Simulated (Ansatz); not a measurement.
# Debugging a many-body input for LaBiS2O (P4/nmm)

Aim: the G0W0 gap of LaBiS2O (P4/nmm). The first input has a fault.

Calculated with Ansatz 0.2.0; G0W0 on r2SCAN, plane waves, PAW; PAW set soft_1.

**1. Starting point**

Symmetry: P4/nmm, No. 129, tetragonal system. Conventional cell: a = 4.065 Å, b = 4.065 Å, c = 13.861 Å, α = 90.00°, β = 90.00°, γ = 90.00°. Nearest to La lie 4 O at 2.38 Å and 4 S at 3.20 Å. Bi has 5 S at 2.48 to 2.89 Å nearest. S has 4 Bi at 2.89 Å nearest. S has 1 Bi at 2.48 Å and 4 La at 3.20 Å nearest. Nearest to O lie 4 La at 2.38 Å. Farther neighbours and most contacts between anions are not listed.

Geometry: measured lattice cell, ions relaxed with r2SCAN; the structure entry is the Materials Project's. The runs that relaxed it are not among those shown. Spin-orbit coupling is left out unless a step names it.

**2. First try**

File input.yaml:

```yaml
crystal:
  lattice:
    - [4.0646, 0.0, 0.0]
    - [0.0, 4.0646, 0.0]
    - [0.0, 0.0, 13.8614]
  atoms:
    - { symbol: La, position: [0.5, 0.0, 0.5892440202] }
    - { symbol: La, position: [0.0, 0.5, 0.4107559798] }
    - { symbol: Bi, position: [0.0, 0.5, 0.8700576921] }
    - { symbol: Bi, position: [0.5, 0.0, 0.1299423079] }
    - { symbol: S, position: [0.5, 0.0, 0.8884349997] }
    - { symbol: S, position: [0.0, 0.5, 0.1115650003] }
    - { symbol: S, position: [0.0, 0.5, 0.6909721575] }
    - { symbol: S, position: [0.5, 0.0, 0.3090278425] }
    - { symbol: O, position: [0.0, 0.0, 0.5] }
    - { symbol: O, position: [0.5, 0.5, 0.5] }
kpoints:
  mp_grid: { grid: [1, 1, 1] }
hamiltonian:
  xc: r2scan
  pseudopotentials: { kind: paw, azcp: { folder: soft_1 } }
scf:
  occupations: { method: fixed }
gw:
  n_empty_bands: 372
  ecut_chi: 80
  qp_bands: [v3, c3]
  qp_kpoints: band_edges
  screening: { model: contour_deformation }
```

Command:

```sh
$ ansatz run input.yaml --threads 3 --pin off --max-ram 92160MiB --backend cuda --events-out ev --progress --plain --runs-dir out --devices 1 --max-vram 13GiB
```

Numbers of over 12 decimals in the logs are rounded to 6 here.

Log:

```text
GPUs: using 1 of 1 available (devices: 1).
Engine: ansatz 0.2.0, x86_64-unknown-linux-gnu
Pseudopotentials: kind: paw
Pseudopotential: La, paw, valence charge 11, recommended cutoff 500 eV (meta_gga), soft_1/La.paw.azcp
Pseudopotential: Bi, paw, valence charge 15, recommended cutoff 500 eV (meta_gga), soft_1/Bi.paw.azcp
Pseudopotential: S, paw, valence charge 6, recommended cutoff 500 eV (meta_gga), soft_1/S.paw.azcp
Pseudopotential: O, paw, valence charge 6, recommended cutoff 500 eV (meta_gga), soft_1/O.paw.azcp
Functional definition: r2SCAN
  parameter k0 = 0.174
  parameter k1 = 0.065
  parameter a1 = 4.9479
  exchange = r2scan_x(k0 = k0, k1 = k1, a1 = a1)
  correlation = r2scan_c
device memory: the entry about to start is reckoned to put 1.6 GiB on a device that reports 53.5 GiB free (of which the cap on the GPU budget leaves the run 13.0 GiB)
GPU FFT provider: cuFFT
GPU libraries: cuBLAS 13.8.2, cuFFT 12.4.0, cuSOLVER 12.3.4
Crystal: 10 atoms, lattice volume = 229.004 Å³
Basis set: ecut = 500 eV, 5867 PW (Γ), exchange–correlation on 120×120×432 points (64 copies of the dense FFT grid, shifted against one another)
Bands: 54, of which v1, the nominal top of the filled ones, is band 44 counted from 1 (43 counted from 0)
Symmetry: 16 space group operations
Space group: P4/nmm (ITA 129), of the structure as read, at distance tolerance 6.1e-5 Å
k-points: 1
Non-local potential: La, projectors of the file, l = 0: 3, l = 1: 2, l = 2: 2, l = 3: 3
Non-local potential: Bi, projectors of the file, l = 0: 2, l = 1: 2, l = 2: 2, l = 3: 1
Non-local potential: S, projectors of the file, l = 0: 2, l = 1: 2, l = 2: 1
Non-local potential: O, projectors of the file, l = 0: 2, l = 1: 2, l = 2: 1
PAW form: soft (Blöchl's): semilocal exchange-correlation on the pseudo side does not see the compensation charge
PAW frozen core: La, regenerated for the run's functional (the file was generated under x = pbe(κ = 0.804, μ = 0.219515), c = pbe(β = 0.066725))
PAW frozen core: Bi, regenerated for the run's functional (the file was generated under x = pbe(κ = 0.804, μ = 0.219515), c = pbe(β = 0.066725))
PAW frozen core: S, regenerated for the run's functional (the file was generated under x = pbe(κ = 0.804, μ = 0.219515), c = pbe(β = 0.066725))
PAW frozen core: O, regenerated for the run's functional (the file was generated under x = pbe(κ = 0.804, μ = 0.219515), c = pbe(β = 0.066725))
PAW one-centre angular grid: La, 974 points (default); XC on 160 Gauss nodes
PAW one-centre angular grid: Bi, 590 points (default); XC on 160 Gauss nodes
PAW one-centre angular grid: S, 302 points (default); XC on 160 Gauss nodes
PAW one-centre angular grid: O, 302 points (default); XC on 160 Gauss nodes
Initial density: superposition of atomic densities (chi_scale 0.1, normalization cell, long waves kept (reshape's long-wave potential 0.46 eV rms))
Initial wavefunctions: pseudopotential atomic-orbital guess
GPU buffer pool allocated for 97200 grid points (all kernels)
GPU transforms: local potential and band sums: pruned to the plane-wave sphere, on 30×30×108
Functional: x = r2scan, c = r2scan; τ floored in thin density (d = 2e-4 eV/Å³)
SCF iter   1: F=—  HF=-42129.870659 eV  |F-HF|=—  |Δ(HF+E_count)|=         —  Δρ=4.49e-2  dr2=1.08e1  dr2_τ=2.15e-1  ethr=3.10e-3  ⟨swp⟩=6.0  Hψ=205  notcnv=0  defer=1
preconditioner: auto → Resta (q_TF=auto, 2.326 Å⁻¹)  ε∞=3.7  [insulator: Δε(μ)=2.523 eV  Ē_g=13.798 eV  n_scr=50 (ndim 8)  ℏωp=22.5 eV  f_vac=0.000  ε∞_Penn≈3.7]
SCF iter   2: F=—  HF=-42128.528929 eV  |F-HF|=—  |Δ(HF+E_count)|=    1.34e0  Δρ=2.24e-2  dr2=1.72e0  dr2_τ=5.85e-2  ethr=3.10e-3  ⟨swp⟩=4.0  Hψ=106  notcnv=0  defer=7
SCF iter   3: F=—  HF=-42128.599092 eV  |F-HF|=—  |Δ(HF+E_count)|=   7.02e-2  Δρ=1.29e-2  dr2=3.18e-1  dr2_τ=3.65e-2  ethr=1.96e-3  ⟨swp⟩=5.0  Hψ=110  notcnv=0  defer=8
[...]
SCF iter   7: F=—  HF=-42128.628035 eV  |F-HF|=—  |Δ(HF+E_count)|=   5.81e-5  Δρ=7.04e-5  dr2=1.14e-5  dr2_τ=9.62e-7  ethr=2.06e-7  ⟨swp⟩=3.0  Hψ=107  notcnv=0  defer=8
SCF iter   8: F=—  HF=-42128.628042 eV  |F-HF|=—  |Δ(HF+E_count)|=   7.17e-6  Δρ=1.49e-5  dr2=9.22e-7  dr2_τ=4.37e-8  ethr=1.30e-8  ⟨swp⟩=2.0  Hψ=92  notcnv=0  defer=8
SCF iter   9: F=-42128.628042 eV  HF=-42128.628042 eV  |F-HF|=3.84e-8  |Δ(HF+E_count)|=   2.83e-7  Δρ=4.34e-6  dr2=3.71e-8  dr2_τ=2.80e-9  ethr=1.14e-10  ⟨swp⟩=23.0  Hψ=363  notcnv=0
SCF 1 converged in 9 iterations: F = -42128.628042 eV  dr2 = 3.71e-8
[...]
device memory: the entry about to start is reckoned to put 1.7 GiB on a device that reports 52.8 GiB free (of which the cap on the GPU budget leaves the run 13.0 GiB)
NSCF: frozen V_eff on 1 k-points
[...]
device memory: the entry about to start is reckoned to put 1.2 GiB on a device that reports 52.3 GiB free (of which the cap on the GPU budget leaves the run 13.0 GiB)
NSCF: frozen V_eff on 1 k-points
G₀W₀ screening: q 1/1
G₀W₀ self-energy: k 1/1
device memory: the entry about to start is reckoned to put 0.8 GiB on a device that reports 49.3 GiB free (of which the cap on the GPU budget leaves the run 13.0 GiB)
NSCF: frozen V_eff on 1 k-points
device memory: the entry about to start is reckoned to put 0.8 GiB on a device that reports 47.6 GiB free (of which the cap on the GPU budget leaves the run 13.0 GiB)
NSCF: frozen V_eff on 1 k-points
device memory: the entry about to start is reckoned to put 0.8 GiB on a device that reports 47.7 GiB free (of which the cap on the GPU budget leaves the run 13.0 GiB)
NSCF: frozen V_eff on 1 k-points
device memory: the entry about to start is reckoned to put 0.8 GiB on a device that reports 47.5 GiB free (of which the cap on the GPU budget leaves the run 13.0 GiB)
NSCF: frozen V_eff on 1 k-points
device memory: the entry about to start is reckoned to put 0.8 GiB on a device that reports 46.7 GiB free (of which the cap on the GPU budget leaves the run 13.0 GiB)
NSCF: frozen V_eff on 1 k-points
device memory: the entry about to start is reckoned to put 0.8 GiB on a device that reports 46.5 GiB free (of which the cap on the GPU budget leaves the run 13.0 GiB)
NSCF: frozen V_eff on 1 k-points
device memory: the entry about to start is reckoned to put 0.8 GiB on a device that reports 46.5 GiB free (of which the cap on the GPU budget leaves the run 13.0 GiB)
NSCF: frozen V_eff on 1 k-points
SCF converged after 9 iterations
Free energy (F): -42128.628042 eV
Harris-Foulkes:  -42128.628042 eV  (|F-HF|=3.84e-8)
Internal energy: -42128.628042 eV  (E = F + TS)
E sigma→0 (E₀):  -42128.628042 eV
Fermi energy:    8.157821 eV
--- Per-component energies (eV) ---
  E_band       = -350.388233
  E_kinetic    = 1649.887066
  E_local      = -5119.122931  (includes V_loc(G=0)·N_el)
  E_nonlocal   = 1228.640254
  E_hartree    = 1936.269590
  E_xc         = -1038.636042
  E_vxc        = -1170.895444  (∫ρ·V_xc dr)
  E_paw        = -35047.618245  (= ΣΔE_a)
  E_vpaw       = -876.577320  (= ΣTr[D̂ρ^β])
  E_aug_tail   = 0.000765  (compensation charges beyond the density's cutoff)
  E_vtau       = 65.140854  (kinetic-family band-sum trace: ∫τ·v_τ [+ j·A + Jᵃ·Aᵃ] dr)
  E_ewald      = -5739.432719
  E_core_change = 1.384220  (= ΣΔE_core)
  E_smearing   = -0.000000  (= −TS)
  E_closure    = -0.000000  (closes the sum)
  Σ components = -42128.628042   (vs F -42128.628042, Δ=0.00e0)
--- Band table (eV) ---
  k-point 0: bands = [... 40 lower, 7.8638, 7.8638, 8.1578, 8.1578, 11.8271, 11.9918, 12.1464, 12.3097, ... 6 higher]
--- G₀W₀: contour deformation, 6 samples at zero and on the imaginary axis and 0 off it, 1 q-point, 372 empty bands' worth ---
  eigenvalues of the whole cell's RPA ε∞ on this k-mesh (on a slab, of 1 + 4πα/V) = 4.8238, 5.1192, 5.1192; static W/v taken at q = 0 is 0.135338
  gw.qp_kpoints: band_edges: 1 of 1 stored k-point solved, in 1 pass; an edge of the gap read off the rows below is read off those points alone
    ik  band        ε_KS         Σx   Σc(E_QP)       V_xc       Z   E_QP_lin       E_QP  E_QP is
     0    42      7.8638   -18.7202     3.1442   -15.1861  0.7566     7.4715     7.4739  root
     0    43      8.1578   -19.8242     3.1710   -16.3595  0.7617     7.8630     7.8642  root
     0    44      8.1578   -19.8242     3.1710   -16.3595  0.7617     7.8630     7.8642  root
     0    45     11.8271   -10.0189    -5.9122   -17.5339  0.7752    13.4811    13.4299  root
     0    46     11.9918    -9.6849    -3.3853   -13.6498  0.8150    12.5746    12.5714  root
     0    47     12.1464   -11.3252    -2.9331   -14.9284  0.8129    12.8206    12.8165  root
```

Wall time 13 s (1 × NVIDIA H100 80GB HBM3 (shared by 6 runs) with 3 threads of AMD EPYC 7R13 (Zen 3), shared host); peak memory 1.4 GiB; 14 s of CPU time.

Q: What is the fault?

The run ended normally, though the input holds a fault or crude settings.

The fault: G0W0 on a mesh far too coarse. So few points can't sample the density or the screening, and the band edges may lie elsewhere in the zone.

It printed a gap of 4.71 eV, which is an artefact of the settings.

**3. A better input**

G0W0 replaces the xc potential by the self-energy, built once from these orbitals. Only a window of levels is corrected, while the sums run over the empty bands that the input names. This step takes PAW set soft_1 files.

input.yaml: that of step 2 with these lines changed.

```diff
@@ -17,3 +17,3 @@
 kpoints:
-  mp_grid: { grid: [1, 1, 1] }
+  mp_grid: { grid: [4, 4, 2] }
 hamiltonian:
@@ -24,4 +24,4 @@
 gw:
-  n_empty_bands: 372
-  ecut_chi: 80
+  n_empty_bands: 443
+  ecut_chi: 90
   qp_bands: [v3, c3]
```

Log:

```text
GPUs: using 1 of 1 available (devices: 1).
[...]
GPU FFT provider: cuFFT
GPU libraries: cuBLAS 13.8.2, cuFFT 12.4.0, cuSOLVER 12.3.4
Crystal: 10 atoms, lattice volume = 229.004 Å³
Basis set: ecut = 500 eV, 5867 PW (Γ), exchange–correlation on 120×120×432 points (64 copies of the dense FFT grid, shifted against one another)
Bands: 54, of which v1, the nominal top of the filled ones, is band 44 counted from 1 (43 counted from 0)
[... 1 set-up line as in the run before ...]
[...]
k-points: 12 of 32
[...]
GPU buffer pool allocated for 97200 grid points (all kernels)
[...]
SCF iter   1: F=—  HF=-42131.848466 eV  |F-HF|=—  |Δ(HF+E_count)|=         —  Δρ=3.46e-2  dr2=8.22e0  dr2_τ=1.61e-1  ethr=3.10e-3  ⟨swp⟩=5.3  Hψ=2431  notcnv=0  defer=48
[...]
0    42      7.2278   -18.1866     2.6351   -15.3138  0.7214     6.9879     6.9901  root
     0    43      7.6615   -20.5086     3.0891   -17.3274  0.7269     7.5691     7.5694  root
     0    44      7.6615   -20.5086     3.0891   -17.3274  0.7269     7.5691     7.5694  root
     0    45     11.6820    -9.9001    -5.4847   -16.6301  0.7594    12.9863    12.9272  root
     0    46     11.9456    -8.5047    -4.2787   -13.2359  0.7633    12.4056    12.3981  root
     0    47     12.0312    -9.9503    -4.0507   -14.5175  0.7532    12.5590    12.5477  root
     1    42      7.4744   -19.6385     2.4238   -17.1724  0.7348     7.4320     7.4321  root
     1    43      7.6498   -20.5529     3.1118   -17.3468  0.7268     7.5552     7.5555  root
[...]
7    44      7.3263   -18.4908     2.0491   -16.3753  0.7365     7.2598     7.2599  root
     7    45      9.6345   -10.3792    -3.2581   -13.8518  0.7605     9.8504     9.8490  root
     7    46      9.8575   -10.8925    -3.2481   -14.3874  0.7533    10.1062    10.1043  root
     7    47     11.7214    -9.4206    -3.9748   -13.8334  0.7610    12.1661    12.1594  root
[key lines of the parts left out:]
SCF converged after 9 iterations
Free energy (F): -42131.047226 eV
Fermi energy:    7.769742 eV
```

Run time: 35 s. Hardware: 1 × NVIDIA H100 80GB HBM3 (shared by 6 runs) with 3 threads; peak memory 2.5 GiB; 44 s of CPU time.

This step gave:

```
bands summed                                 : 487
RPA ε∞ on this mesh (eigenvalues)            : 6.363, 19.38, 19.38
plane waves in the screening matrix          : 433
q-points in the mesh                         : 32
G0W0 gap on the mesh                         : 1.303 eV
k of the valence top                         : 0, -0.5, 0
k of the conduction bottom                   : 0, -0.5, 0
starting gap on the mesh                     : 1.137 eV
Z at the valence top                         : 0.7449
Z at the conduction bottom                   : 0.7652
least direct G0W0 gap on the computed points : 1.303 eV
```

The gap on the mesh goes from 1.14 eV to 1.30 eV, a correction of +0.17 eV. Between the two edge states, bare exchange in place of the xc potential would open the gap by 4.46 eV, and correlation takes back 4.30 eV.

**4. Results**

| Item | Value |
| --- | --- |
| first try | converged after 13 s |
| better run | G0W0 gap on the mesh 1.30 eV (4×4×2 mesh, 443 empty bands, screening to 90 eV, PAW set soft_1 files) |

What this shows: The second run differs in: mesh, empty bands and screening cutoff (eV). Bands and cutoff are finite, so the gap is not at the basis limit. The miss can reach some tenths of an eV and take either sign; the mesh is an error of its own. The 4×4×2 mesh is coarse for this cell (its supercell is 16 Å along the shortest edge). The RPA ε∞ on it, from the r2SCAN start, is 6.36 and 19.38; such meshes misread the long-range screening, most where the gap is narrow. Where an edge is built on 6p states of lead, bismuth or thallium, scalar-relativistic gaps usually stand too wide, by a few tenths to over one eV. Empty 4f levels lie among the conduction bands. Their place in the start is unsure; it enters the screening, and the edge itself where they lie low. The many-body steps are scalar-relativistic: spin-orbit coupling is not in them.

[Paths, hosts, dates, memory and timing lines, banners, echoed tables and standing remarks are left out of the program output.]

[Logs are printed without paths, hosts, clocks, repeated set-up lines and the standing remarks that a program may print on its own settings, such as how far it seeks lower states.]

[Runs of the session that timed out or met a known fault of the program may be left out.]

[Cells called generated may have been cut or substituted from an entry of the Crystallography Open Database or the Materials Project.]

[Hosts, paths, dates, database ids (printed as entryN), source tags and the programs' standing remarks are cut or masked in the printed files.]
